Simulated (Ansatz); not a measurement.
# Optical response of BaHF (model structure), part 2 of 3

Aim: the dielectric function of BaHF (model structure), and the optical constants that follow from it. The cell was made here by substitution or stacking, whether or not such a phase is known. It was built so: All Cl replaced by F in the P4/nmm structure of BaHCl.

Ansatz 0.2.0; DFT, PBE, plane-wave PAW, default files, scalar-relativistic, independent-particle optical response without local fields.

So far: The structure; Relaxation. The relaxed cell has a = 3.967, c = 6.842 Å (conventional setting).

**3. Ground state and bands**

First the ground state: is it a metal or has it a gap?

This step: DFT, PBE, plane-wave PAW, default files, scalar-relativistic, ground state (Ansatz 0.2.0).

Contents of input.yaml:

```yaml
crystal:
  lattice:
    - [3.9671319916, 0.0, 0.0]
    - [0.0, 3.9671319916, 0.0]
    - [0.0, 0.0, 6.8415764692]
  atoms:
    - { symbol: Ba, position: [0.5, 0.0, 0.7568507557] }
    - { symbol: Ba, position: [0.0, 0.5, 0.2431492443] }
    - { symbol: F, position: [0.5, 0.0, 0.3623680998] }
    - { symbol: F, position: [0.0, 0.5, 0.6376319002] }
    - { symbol: H, position: [0.5, 0.5, 0.0] }
    - { symbol: H, position: [0.0, 0.0, 0.0] }
kpoints:
  mp_grid: { grid: [6, 6, 4] }
  band_path:
    path:
      - [[0.0, 0.0, 0.0], [0.0, 0.5, 0.0], [0.5, 0.5, 0.0], [0.0, 0.0, 0.0], [0.0, 0.0, 0.5], [0.0, 0.5, 0.5], [0.5, 0.5, 0.5], [0.0, 0.0, 0.5]]
      - [[0.0, 0.5, 0.0], [0.0, 0.5, 0.5]]
      - [[0.5, 0.5, 0.0], [0.5, 0.5, 0.5]]
    npoints: 7
scf:
  occupations: { method: fermi_dirac, width: 0.05 }
  n_extra_bands: 10
hamiltonian:
  xc: pbe
  pseudopotentials: { kind: paw }
output:
  forces: true
  stress: true
  populations: true
  write_bands: true
  write_density: true
  write_potential: true
  elf: true
  volumetric_format: npy
```

The run is started by

```
$ ansatz run input.yaml --threads 2 --pin off --max-ram 5120MiB --backend cpu --events-out ev --progress --plain --runs-dir out
```

Numbers of over 12 decimals in the logs are rounded to 6 here.

Log:

```text
[...]
Crystal: 6 atoms, lattice volume = 107.674 Å³
Basis set: ecut = 420 eV, 2103 PW (Γ), exchange–correlation on 54×54×96 points (8 copies of the dense FFT grid, shifted against one another)
Bands: 28, of which v1, the nominal top of the filled ones, is band 18 counted from 1 (17 counted from 0)
Symmetry: 16 space group operations
[...]
k-points: 30 of 144
[...]
SCF iter   1: F=—  HF=-13554.851302 eV  |F-HF|=—  |Δ(HF+E_count)|=         —  Δρ=1.82e-3  dr2=4.19e-3  ethr=1.77e-3  ⟨swp⟩=9.0  Hψ=5247  notcnv=0  defer=17
[...]
SCF iter   7: F=-13554.852382 eV  HF=-13554.852382 eV  |F-HF|=3.27e-9  |Δ(HF+E_count)|=   2.23e-7  Δρ=2.51e-6  dr2=6.25e-9  ethr=2.78e-10  ⟨swp⟩=14.8  Hψ=6889  notcnv=0
SCF 1 converged in 7 iterations: F = -13554.852382 eV  dr2 = 6.25e-9
[...]
NSCF: frozen V_eff on 66 k-points
SCF converged after 7 iterations
Free energy (F): -13554.852382 eV
[...]
Internal energy: -13554.852382 eV  (E = F + TS)
E sigma→0 (E₀):  -13554.852382 eV
Fermi energy:    7.632905 eV
[...]
--- Forces (eV/Å), atoms counted from 1 ---
  atom   1  Ba    -0.00000000     0.00000000     0.00404649
  atom   2  Ba     0.00000000     0.00000000    -0.00404649
  atom   3  F     -0.00000000     0.00000000     0.00165518
  atom   4  F      0.00000000     0.00000000    -0.00165518
  atom   5  H     -0.00000000     0.00000000    -0.00000000
  atom   6  H     -0.00000000     0.00000000     0.00000000
  max |Σ_I F_I| component: 2.17e-19 eV/Å
--- Stress (GPa, compression-positive) ---
       -0.005457       0.000000       0.000000
        0.000000      -0.005457      -0.000000
        0.000000      -0.000000       0.029481
  P = ⅓ Tr σ = 0.0062 GPa (0.062 kbar)
--- Band table (eV; the first three rows and the last of 30) ---
  k-point 0: bands = [... 14 lower, 2.7719, 2.7719, 4.5179, 5.8488, 9.8157, 9.8182, 11.0434, 11.1993, ... 6 higher]
  k-point 1: bands = [... 14 lower, 2.7736, 2.7736, 4.8552, 5.8719, 9.4511, 9.7706, 11.2603, 11.6380, ... 6 higher]
  k-point 2: bands = [... 14 lower, 2.7755, 2.7755, 5.1634, 5.8959, 9.2083, 9.6535, 11.5580, 11.9411, ... 6 higher]
  k-point 29: bands = [... 14 lower, 2.8221, 2.8221, 5.5073, 5.5073, 10.4752, 10.4752, 11.3859, 11.3859, ... 6 higher]
--- Löwdin populations: 6 sites ---
  site symbol       q [e]
     0     Ba      8.2937
     1     Ba      8.2937
     2      F      7.7792
     3      F      7.7792
     4      H      1.6846
     5      H      1.6846
  spilling = 0.013469 (of n_electrons = 36.000000)
```

Wall time 4.1 s (2 threads of AMD EPYC 7R43, shared host); peak memory 0.46 GiB; 7.8 s of CPU time.

This step gave:

| Property | Result |
| --- | --- |
| free energy | -13554.8524 eV |
| Fermi energy | 7.633 eV |
| gap by band count | 3.312 eV |
| electrons | 36 |
| symmetry operations | 16 |
| pressure | 0.006189 GPa |
| gap on the k-mesh | 3.312 eV |
| volume | 107.7 Å³ |
| gap on the path | 3.304 eV |
| least direct gap on the path | 3.312 eV |

There is a gap, 3.30 eV on the path, so no carriers' term is needed. The cell is left with a pressure of 0.0 GPa after its relaxation.

The electronic bands at the labelled points (eV, zero at the Fermi level; v1 is the highest filled band, c1 the lowest empty one):

| point | v4 | v3 | v2 | v1 | c1 | c2 | c3 | c4 |
| --- | --- | --- | --- | --- | --- | --- | --- | --- |
| Γ | -4.86 | -4.86 | -3.12 | -1.78 | 2.18 | 2.19 | 3.41 | 3.57 |
| 0.43 of the way | -5.01 | -4.83 | -2.77 | -1.80 | 2.48 | 2.75 | 3.15 | 3.60 |
| X | -4.94 | -4.94 | -2.28 | -2.28 | 2.96 | 2.96 | 4.13 | 4.13 |
| 0.57 of the way | -4.92 | -4.92 | -2.19 | -2.19 | 2.66 | 2.66 | 4.23 | 4.23 |
| M | -4.79 | -4.79 | -2.12 | -2.12 | 2.21 | 2.21 | 4.83 | 4.83 |
| 0.43 of the way | -4.93 | -4.83 | -2.49 | -1.91 | 2.81 | 2.88 | 3.62 | 4.43 |
| Γ | -4.86 | -4.86 | -3.12 | -1.78 | 2.18 | 2.19 | 3.41 | 3.57 |
| 0.43 of the way | -4.86 | -4.86 | -2.85 | -1.77 | 1.88 | 2.15 | 3.60 | 3.88 |
| Z | -4.86 | -4.86 | -2.47 | -1.74 | 1.57 | 2.02 | 3.92 | 4.31 |
| 0.43 of the way | -5.01 | -4.96 | -2.34 | -1.77 | 2.28 | 2.86 | 3.17 | 4.04 |
| R | -5.04 | -5.04 | -2.12 | -2.12 | 3.08 | 3.08 | 4.42 | 4.42 |
| 0.43 of the way | -4.99 | -4.99 | -2.14 | -2.14 | 3.41 | 3.41 | 4.00 | 4.00 |
| A | -4.81 | -4.81 | -2.13 | -2.13 | 2.84 | 2.84 | 3.75 | 3.75 |
| 0.57 of the way | -5.05 | -4.85 | -2.30 | -1.79 | 3.01 | 3.04 | 3.47 | 4.04 |
| Z | -4.86 | -4.86 | -2.47 | -1.74 | 1.57 | 2.02 | 3.92 | 4.31 |
| jump to X | -4.94 | -4.94 | -2.28 | -2.28 | 2.96 | 2.96 | 4.13 | 4.13 |
| 0.43 of the way | -4.98 | -4.98 | -2.21 | -2.21 | 3.00 | 3.00 | 4.27 | 4.27 |
| R | -5.04 | -5.04 | -2.12 | -2.12 | 3.08 | 3.08 | 4.42 | 4.42 |
| jump to M | -4.79 | -4.79 | -2.12 | -2.12 | 2.21 | 2.21 | 4.83 | 4.83 |
| 0.57 of the way | -4.80 | -4.80 | -2.12 | -2.12 | 2.57 | 2.57 | 4.03 | 4.03 |
| A | -4.81 | -4.81 | -2.13 | -2.13 | 2.84 | 2.84 | 3.75 | 3.75 |

Valence density in the ac plane at fractional y = 0.000, with atoms of Ba and F and H within 0.2 Å of it. It is the smooth field of the valence electrons, not physical close to the nuclei.

Ten steps, logarithmic in the rise over the least value, from '0' (0 e/Å³) to '9' (12 e/Å³), each cell a mean:
```
54211111111234
33212233321123
21123445443211
11124555554211
00135544454310
00235532454310
00135544454310
00124555554210
00013445442100
00001233321000
00001122210000
00001222210000
00002345431000
00013578752100
00014799863100
00014799863100
00013578742100
00001345421000
00000122210000
10000000000000
11100000000011
22110000000122
43210000000124
54210000001234
```
Atoms in or near the plane, at fractional coordinates: Ba at (0.50, 0.76), F at (0.50, 0.36), H at (0.00, 0.00).

Electrostatic potential energy in the ac plane at fractional y = 0.000, with atoms of Ba and F and H within 0.2 Å of it. With pseudopotentials it is smooth inside the atoms' cores, unlike the true potential.

Values in eV, 24 rows by 14 columns, each cell a mean:
```
-22  -4   9   9   8   6   5   4   5   7   8   9   7  -9
  4   8   9   8   5   0  -3  -5  -2   2   6   8   9   7
  9   9   8   4  -3 -14 -20 -21 -19 -10  -1   5   8   9
  9   9   6  -1 -13 -25 -30 -31 -29 -22  -9   2   7   9
  8   7   4  -6 -21 -31 -35 -35 -34 -29 -17  -2   5   8
  8   7   3  -8 -23 -33 -36 -36 -36 -31 -19  -4   5   7
  8   7   3  -6 -21 -31 -35 -35 -34 -29 -17  -3   5   7
  8   7   5  -1 -13 -25 -30 -32 -29 -22 -10   1   6   8
  8   8   6   3  -4 -13 -20 -22 -18 -10  -1   4   7   8
  9   9   8   6   4   0  -3  -4  -3   1   5   7   8   9
  9   9   9   8   7   6   5   5   5   6   7   8   9   9
  9   9   9   9   9   9   8   8   9   9   9  10   9   9
  9  10  10  10  10   9   3  -1   5  10  10  10  10   9
  9   9  10  10   9  -6 -25 -30 -22   1  10  10  10   9
  9   9  10  10   7 -19 -34 -36 -33  -9   9  10   9   9
  8   9   9  10   7 -19 -33 -35 -32  -9   9  10   9   8
  8   8   9  10  10  -4 -22 -27 -19   3  10  10   9   8
  8   8   9  10  10   9   4   1   6  10  10  10   9   8
  8   8   9  10  11  11  11  11  11  11  10  10   9   8
  9   9  10  10  11  11  11  11  11  11  11  10  10   9
 10  10  10  11  11  11  11  11  11  11  11  11  10  10
  8   9  11  11  11  11  11  11  11  11  11  11  10   9
-13   1  10  11  11  10  10  10  10  10  11  11   8  -3
-33 -13   8  10  10   9   9   8   9   9  10  10   5 -21
```
Atoms in or near the plane, at fractional coordinates: Ba at (0.50, 0.76), F at (0.50, 0.36), H at (0.00, 0.00).

**4. Spectrum**

The spectrum is a sum over vertical transitions between filled and empty bands at the fixed density, so many empty bands are needed.

This step: DFT, PBE, plane-wave PAW, default files, scalar-relativistic, independent-particle optical response without local fields (Ansatz 0.2.0).

input.yaml, the sections that differ from step 3:

```yaml
kpoints:
  mp_grid: { grid: [6, 6, 4] }
scf:
  occupations: { method: fixed }
output:
  optics:
    e_range: [0, 25]
    de: 0.05
    sigma: 0.2
    nscf_kmesh: { grid: [6, 6, 4] }
    bands: auto
# crystal, hamiltonian: as in step 3
```

Log:

```text
[...]
Crystal: 6 atoms, lattice volume = 107.674 Å³
Basis set: ecut = 420 eV, 2103 PW (Γ)
Bands: 24, of which v1, the nominal top of the filled ones, is band 18 counted from 1 (17 counted from 0)
Symmetry: 16 space group operations
[...]
k-points: 30 of 144
[...]
SCF iter   1: F=—  HF=-13554.851790 eV  |F-HF|=—  |Δ(HF+E_count)|=         —  Δρ=1.55e-3  dr2=4.19e-3  ethr=1.77e-3  ⟨swp⟩=5.0  Hψ=3238  notcnv=0  defer=113
[...]
SCF iter   9: F=-13554.852613 eV  HF=-13554.852613 eV  |F-HF|=1.82e-12  |Δ(HF+E_count)|=  1.67e-10  Δρ=4.52e-8  dr2=2.23e-12  ethr=1.00e-12  ⟨swp⟩=9.0  Hψ=4404  notcnv=0
SCF 1 converged in 9 iterations: F = -13554.852613 eV  dr2 = 2.23e-12
[...]
output.optics: what the bands over the 89 summed would add to eps1, eps2 and the energy-loss function is held between a lower and an upper bound (8 Lanczos steps). eps1, eps2 and their loss function (loss_summed_bands) are given on every row as the summed bands alone make them. Along an axis, on a row where the two bounds hold the loss function to about 1 % of the greater of itself and 0.5 % of |1/eps|, its cell (loss_completed) is given, with the completed eps1 and eps2 that it is formed of (a cell that is left empty reads nan in the table and null in the record). The two bounds hold it so along every axis on all 501 rows up to 25.000 eV. [rest of the remark cut]
SCF converged after 9 iterations
Free energy (F): -13554.852613 eV
[...]
Internal energy: -13554.852613 eV  (E = F + TS)
E sigma→0 (E₀):  -13554.852613 eV
Fermi energy:    5.895995 eV
[...]
--- Band table (eV; the first three rows and the last of 30) ---
  k-point 0: bands = [... 14 lower, 2.7719, 2.7719, 4.5180, 5.8489, 9.8158, 9.8184, 11.0435, 11.1994, ... 2 higher]
  k-point 1: bands = [... 14 lower, 2.7735, 2.7735, 4.8552, 5.8720, 9.4512, 9.7707, 11.2605, 11.6381, ... 2 higher]
  k-point 2: bands = [... 14 lower, 2.7754, 2.7754, 5.1634, 5.8960, 9.2084, 9.6536, 11.5582, 11.9411, ... 2 higher]
  k-point 29: bands = [... 14 lower, 2.8221, 2.8221, 5.5073, 5.5073, 10.4753, 10.4753, 11.3860, 11.3860, ... 2 higher]
```

The job ended after 54 s (2 threads; peak memory 1.2 GiB; 1.8 min of CPU time).

Read-outs, printed or worked out from the files:

```
electronic dielectric constant ε∞, mean over x, y and z (by symmetry where fewer were run) : 3.473
absorption onset, first axis (α over 10⁴ cm⁻¹, or the direct gap if that lies higher)      : 3.987 eV
main peak of Im epsilon, first axis                                                        : 8.329 eV
least direct gap on the mesh                                                               : 3.312 eV
bands summed                                                                               : 89
spectra valid up to                                                                        : 32.95 eV
program's estimate of the k-sum error in Im epsilon                                        : 0.04 %
electrons in the f-sum                                                                     : 28.13
```

The Im ε has structure finer than the step of the table below, so its rows give means over 1 eV, whole bins alone (the curve runs from 0 to 25 eV). Peaks (eV: height): E ∥ x or y 5.0: 4.14, 5.8: 3.59, 8.3: 4.21, 10.8: 2.12, 15.5: 3.84, 18.9: 3.09; E ∥ z 5.2: 5.95, 6.0: 4.32, 7.9: 4.16, 15.6: 3.51, 18.4: 3.35.

The Im ε by photon energy; means over each step:

| photon energy (eV) | E ∥ x or y | E ∥ z |
| --- | --- | --- |
| 2 | 0 | 0 |
| 3 | 4.0e-4 | 0.125 |
| 4 | 0.294 | 1.15 |
| 5 | 3.04 | 3.45 |
| 6 | 3.03 | 3.05 |
| 7 | 1.65 | 1.52 |
| 8 | 3.05 | 3.59 |
| 9 | 3.12 | 3.03 |
| 10 | 1.60 | 2.07 |
| 11 | 1.82 | 1.35 |
| 12 | 1.12 | 1.38 |
| 13 | 0.965 | 1.06 |
| 14 | 0.659 | 0.478 |
| 15 | 2.28 | 1.44 |
| 16 | 3.22 | 2.67 |
| 17 | 2.44 | 2.37 |
| 18 | 2.48 | 2.68 |
| 19 | 2.58 | 2.46 |
| 20 | 1.10 | 1.57 |
| 21 | 0.858 | 1.07 |
| 22 | 0.752 | 0.657 |
| 23 | 0.762 | 0.544 |
| 24 | 0.403 | 0.397 |

The Re ε by photon energy:

| photon energy (eV) | E ∥ x or y | E ∥ z |
| --- | --- | --- |
| 0 | 3.40 | 3.61 |
| 1 | 3.45 | 3.67 |
| 2 | 3.59 | 3.87 |
| 3 | 3.93 | 4.46 |
| 4 | 4.97 | 4.79 |
| 5 | 4.21 | 6.56 |
| 6 | 2.45 | 2.33 |
| 7 | 2.73 | 3.09 |
| 8 | 3.82 | 2.07 |
| 9 | 0.946 | 1.18 |
| 10 | 1.24 | 0.797 |
| 11 | 0.903 | 0.959 |
| 12 | 1.13 | 0.915 |
| 13 | 1.27 | 1.22 |
| 14 | 2.20 | 1.53 |
| 15 | 3.44 | 3.07 |
| 16 | 1.01 | 1.35 |
| 17 | 0.384 | 0.874 |
| 18 | 1.17 | 1.47 |
| 19 | -0.779 | -0.511 |
| 20 | -0.506 | -0.302 |
| 21 | -0.144 | -0.842 |
| 22 | 0.196 | 0.0318 |
| 23 | -0.103 | -0.199 |
| 24 | -0.0134 | 0.202 |
| 25 | 0.194 | 0.177 |

Values under 1 per cm are given as 1. The absorption coefficient by photon energy:

| photon energy (eV) | E ∥ x or y (1/cm) | E ∥ z (1/cm) |
| --- | --- | --- |
| 0.00 | 1 | 1 |
| 1.00 | 1 | 1 |
| 2.00 | 1 | 1 |
| 3.00 | 1 | 388 |
| 4.00 | 10672 | 1.2e5 |
| 5.00 | 4.6e5 | 3.3e5 |
| 6.00 | 5.6e5 | 6.9e5 |
| 7.00 | 3.1e5 | 2.3e5 |
| 8.00 | 5.7e5 | 9.0e5 |
| 9.00 | 1.0e6 | 9.2e5 |
| 10.00 | 5.9e5 | 7.9e5 |
| 11.00 | 8.5e5 | 6.0e5 |
| 12.00 | 4.9e5 | 7.6e5 |
| 13.00 | 5.1e5 | 6.0e5 |
| 14.00 | 2.7e5 | 2.0e5 |
| 15.00 | 8.2e5 | 5.0e5 |
| 16.00 | 1.7e6 | 1.3e6 |
| 17.00 | 1.7e6 | 1.6e6 |
| 18.00 | 1.6e6 | 1.5e6 |
| 19.00 | 2.7e6 | 2.4e6 |
| 20.00 | 1.9e6 | 2.0e6 |
| 21.00 | 1.5e6 | 2.2e6 |
| 22.00 | 1.1e6 | 1.2e6 |
| 23.00 | 1.5e6 | 1.4e6 |
| 24.00 | 1.1e6 | 8.6e5 |
| 25.00 | 8.7e5 | 8.7e5 |

The refractive index n and extinction k by photon energy:

| photon energy (eV) | n, E ∥ x or y | k, E ∥ x or y | n, E ∥ z | k, E ∥ z |
| --- | --- | --- | --- | --- |
| 0 | 1.85 | 0 | 1.90 | 0 |
| 2 | 1.90 | 0 | 1.97 | 0 |
| 4 | 2.23 | 0.0263 | 2.21 | 0.292 |
| 6 | 1.81 | 0.913 | 1.90 | 1.14 |
| 8 | 2.07 | 0.698 | 1.82 | 1.11 |
| 10 | 1.26 | 0.579 | 1.19 | 0.784 |
| 12 | 1.14 | 0.403 | 1.14 | 0.627 |
| 14 | 1.50 | 0.194 | 1.25 | 0.139 |
| 16 | 1.45 | 1.04 | 1.40 | 0.784 |
| 18 | 1.39 | 0.872 | 1.47 | 0.837 |
| 20 | 0.576 | 0.915 | 0.792 | 0.964 |
| 22 | 0.662 | 0.493 | 0.565 | 0.536 |
| 24 | 0.417 | 0.433 | 0.573 | 0.355 |

The loss function −Im 1/ε at q → 0 has structure finer than the step of the table below, so its rows give means over 0.5 eV, whole bins alone (the curve runs from 0 to 25 eV). Peaks (eV: height): E ∥ x or y 11.75: 0.572, 21.75: 1.72, 24.10: 2.85; E ∥ z 10.70: 0.609, 21.85: 1.79, 23.45: 2.95.

Loss function −Im 1/ε at q → 0 against energy loss; means over each step:

| energy loss (eV) | E ∥ x or y | E ∥ z |
| --- | --- | --- |
| 2.5 | 0 | 0 |
| 3.0 | 0 | 0.00135 |
| 3.5 | 3.6e-4 | 0.0263 |
| 4.0 | 0.00597 | 0.0502 |
| 4.5 | 0.0346 | 0.0454 |
| 5.0 | 0.116 | 0.0689 |
| 5.5 | 0.134 | 0.182 |
| 6.0 | 0.192 | 0.197 |
| 6.5 | 0.253 | 0.300 |
| 7.0 | 0.160 | 0.115 |
| 7.5 | 0.134 | 0.116 |
| 8.0 | 0.133 | 0.197 |
| 8.5 | 0.210 | 0.253 |
| 9.0 | 0.284 | 0.284 |
| 9.5 | 0.469 | 0.352 |
| 10.0 | 0.411 | 0.454 |
| 10.5 | 0.329 | 0.527 |
| 11.0 | 0.417 | 0.509 |
| 11.5 | 0.504 | 0.403 |
| 12.0 | 0.440 | 0.500 |
| 12.5 | 0.359 | 0.490 |
| 13.0 | 0.370 | 0.413 |
| 13.5 | 0.226 | 0.458 |
| 14.0 | 0.116 | 0.167 |
| 14.5 | 0.105 | 0.0893 |
| 15.0 | 0.129 | 0.106 |
| 15.5 | 0.195 | 0.186 |
| 16.0 | 0.289 | 0.311 |
| 16.5 | 0.315 | 0.301 |
| 17.0 | 0.414 | 0.368 |
| 17.5 | 0.430 | 0.366 |
| 18.0 | 0.350 | 0.314 |
| 18.5 | 0.340 | 0.316 |
| 19.0 | 0.321 | 0.384 |
| 19.5 | 0.446 | 0.516 |
| 20.0 | 0.739 | 0.619 |
| 20.5 | 0.940 | 0.612 |
| 21.0 | 1.09 | 0.617 |
| 21.5 | 1.35 | 1.27 |
| 22.0 | 1.40 | 1.60 |
| 22.5 | 1.02 | 1.23 |
| 23.0 | 1.32 | 1.73 |
| 23.5 | 1.64 | 2.71 |
| 24.0 | 2.63 | 2.01 |
| 24.5 | 2.42 | 1.80 |

Optical constants at common wavelengths, from n + ik = √ε:

| wavelength (nm) | n xy | k xy | R (%) xy | 1/α xy | n z | k z | R (%) z | 1/α z |
| --- | --- | --- | --- | --- | --- | --- | --- | --- |
| 1550 | 1.85 | 0.000 | 8.9 | over 1 mm | 1.91 | 0.000 | 9.8 | over 1 mm |
| 800 | 1.87 | 0.000 | 9.2 | over 1 mm | 1.94 | 0.000 | 10.2 | over 1 mm |
| 532 | 1.92 | 0.000 | 9.9 | over 1 mm | 2.00 | 0.000 | 11.1 | over 1 mm |
| 405 | 1.99 | 0.000 | 11.0 | over 1 mm | 2.13 | 0.004 | 13.1 | 8.1 µm |
| 365 | 2.04 | 0.000 | 11.8 | 79 µm | 2.25 | 0.108 | 14.9 | 268 nm |
| 308 | 2.24 | 0.031 | 14.7 | 800 nm | 2.20 | 0.294 | 14.8 | 83 nm |
| 193 | 1.50 | 0.743 | 11.8 | 21 nm | 1.32 | 0.688 | 9.8 | 22 nm |

Rows near the edge hang on the gap, which this functional as a rule makes too small, and phonon-assisted absorption is left out.

A film 1 µm thick would pass 82 % of daylight and look colourless in transmission (x = 0.314, y = 0.331).

At 1064 nm the birefringence n(z) − n(x) is +0.059: the crystal is uniaxial positive at this level.

The f-sum over the summed bands holds 28.1 of the cell's 36 electrons outside the frozen cores, 20 of which lie in bands more than 12 eV below the Fermi level, whose transitions come at higher energies. Up to 25 eV the strength has a mean oscillator energy of 11.5 eV, well above the main peak, so higher transitions carry much of it.

[end of part 2 of 3]

[Logs are printed without paths, hosts, clocks, repeated set-up lines and the standing remarks that a program may print on its own settings, such as how far it seeks lower states.]

[Hosts, paths, dates, database ids (printed as entryN), source tags and the programs' standing remarks are cut or masked in the printed files.]
